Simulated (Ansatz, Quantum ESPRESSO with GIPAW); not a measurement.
# From a field gradient to a quadrupolar line: 27Al in AlN

A plane-wave PAW calculation (PBE, Ansatz) gives this electric field gradient, in 10²¹ V/m² and Cartesian axes, at one Al site of AlN (atom 1; AlN4; site symmetry 3m):

```
     -0.2301        0.0000        0.0000
      0.0000       -0.2301        0.0000
      0.0000        0.0000        0.4603
```

27Al has spin 5/2, Q = 0.1466 barn and |γ|/2π = 11.1031 MHz/T. The cell is the P6_3mc form of a database entry, atoms relaxed, static and at 0 K. 

**Task.** Find C_Q, η_Q and ν_Q, and the shift and width of the central transition under fast MAS at 9.4 T and 14.1 T.

1. The tensor is symmetric and traceless. Its eigenvalues, ordered by size, are V_xx = -0.2301, V_yy = -0.2301 and V_zz = 0.4603.

2. η_Q = (V_xx − V_yy)/V_zz = 0.000.

3. C_Q = eQV_zz/h. One unit of 10²¹ V/m² with one barn gives 24.18 MHz, so C_Q = 24.18 × 0.1466 × 0.4603 = 1.632 MHz. A spectrum shows its size, not its sign.

4. ν_Q = 3C_Q/[2I(2I−1)] = 0.245 MHz in size, and P_Q = |C_Q|√(1 + η²/3) = 1.632 MHz.

5. The resonances lie at ν0 = 104.37 and 156.55 MHz, so ν_Q/ν0 is 0.002 at most and second order holds. The centre of gravity moves by δ_Q = −(3/40)(P_Q/ν0)² F × 10⁶ ppm, with F = [I(I+1) − 3/4]/[I²(2I−1)²] = 0.08: -1.47 ppm at 9.4 T and -0.652 ppm at 14.1 T.

6. Summing the second-order term over orientations gives a full width of 3.14 ppm (0.33 kHz) and 1.40 ppm (0.22 kHz). In ppm both fall as 1/B²: (9.4/14.1)² = 0.444. The spinning rate must pass the static width for this shape to show cleanly.

[Banner, clock, file and message-heading lines were taken out of the pw.x and gipaw.x logs.]

[Logs are printed without paths, hosts, clocks, repeated set-up lines and the standing remarks that a program may print on its own settings, such as how far it seeks lower states.]

[Hosts, paths, dates, database ids (printed as entryN), source tags and the programs' standing remarks are cut or masked in the printed files.]
